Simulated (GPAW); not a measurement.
Computed results, one entry a study.

```cif
data_zngeas2
_symmetry_space_group_name_H-M 'I-42d'
_symmetry_Int_Tables_number 122
_cell_length_a 5.6700
_cell_length_b 5.6700
_cell_length_c 11.1500
_cell_angle_alpha 90.000
_cell_angle_beta 90.000
_cell_angle_gamma 90.000
_cell_volume 358.46
loop_
_atom_site_label
_atom_site_type_symbol
_atom_site_symmetry_multiplicity
_atom_site_Wyckoff_symbol
_atom_site_fract_x
_atom_site_fract_y
_atom_site_fract_z
_atom_site_occupancy
Zn1 Zn 4 a 0.00000 0.00000 0.00000 1
Ge1 Ge 4 b 0.50000 0.50000 0.00000 1
As1 As 8 d 0.26400 0.25000 0.12500 1
_calc_subject 'ZnGeAs2 (I-42d): G0W0 with GPAW, start to end'
_calc_method 'DFT, LDA, plane waves, PAW (and 1 further level or step)'
_calc_program 'GPAW 26.7.0'
_calc_settings_of_one_run 'cutoff 600 eV, GPAW PAW setups 1.2.1 data release, 4×4×4 k-mesh, nbands 833'
_calc_cost '4 runs, 33 min in all on 8 MPI ranks of Arm Neoverse V2, shared host (the runs of this entry)'
_calc_notes 'The database entry behind the starting cell differs from later determinations by our own check (old inner coordinate). The cell and positions come from the Crystallography Open Database and are kept as given unless a step says otherwise. Limits: no spin-orbit coupling. Bands and cutoff are finite, so the gap is not at the basis limit. The miss can reach some tenths of an eV and take either sign; the mesh is an error of its own.'
_calc_lda_gap '0.16 eV, direct'
_calc_g0w0_gap_on_the_mesh '1.17 eV'
_calc_gw_settings '4×4×4 mesh, 382 bands, screening to 96 eV, Godby-Needs plasmon pole'
_calc_known_limits 'not at the basis limit; no spin-orbit coupling'
```

[Paths, hosts, dates, memory and timing lines, banners, echoed tables and standing remarks are left out of the program output.]

[Logs are printed without paths, hosts, clocks, repeated set-up lines and the standing remarks that a program may print on its own settings, such as how far it seeks lower states.]

[Runs of the session that timed out or met a known fault of the program may be left out.]

[Hosts, paths, dates, database ids (printed as entryN), source tags and the programs' standing remarks are cut or masked in the printed files.]
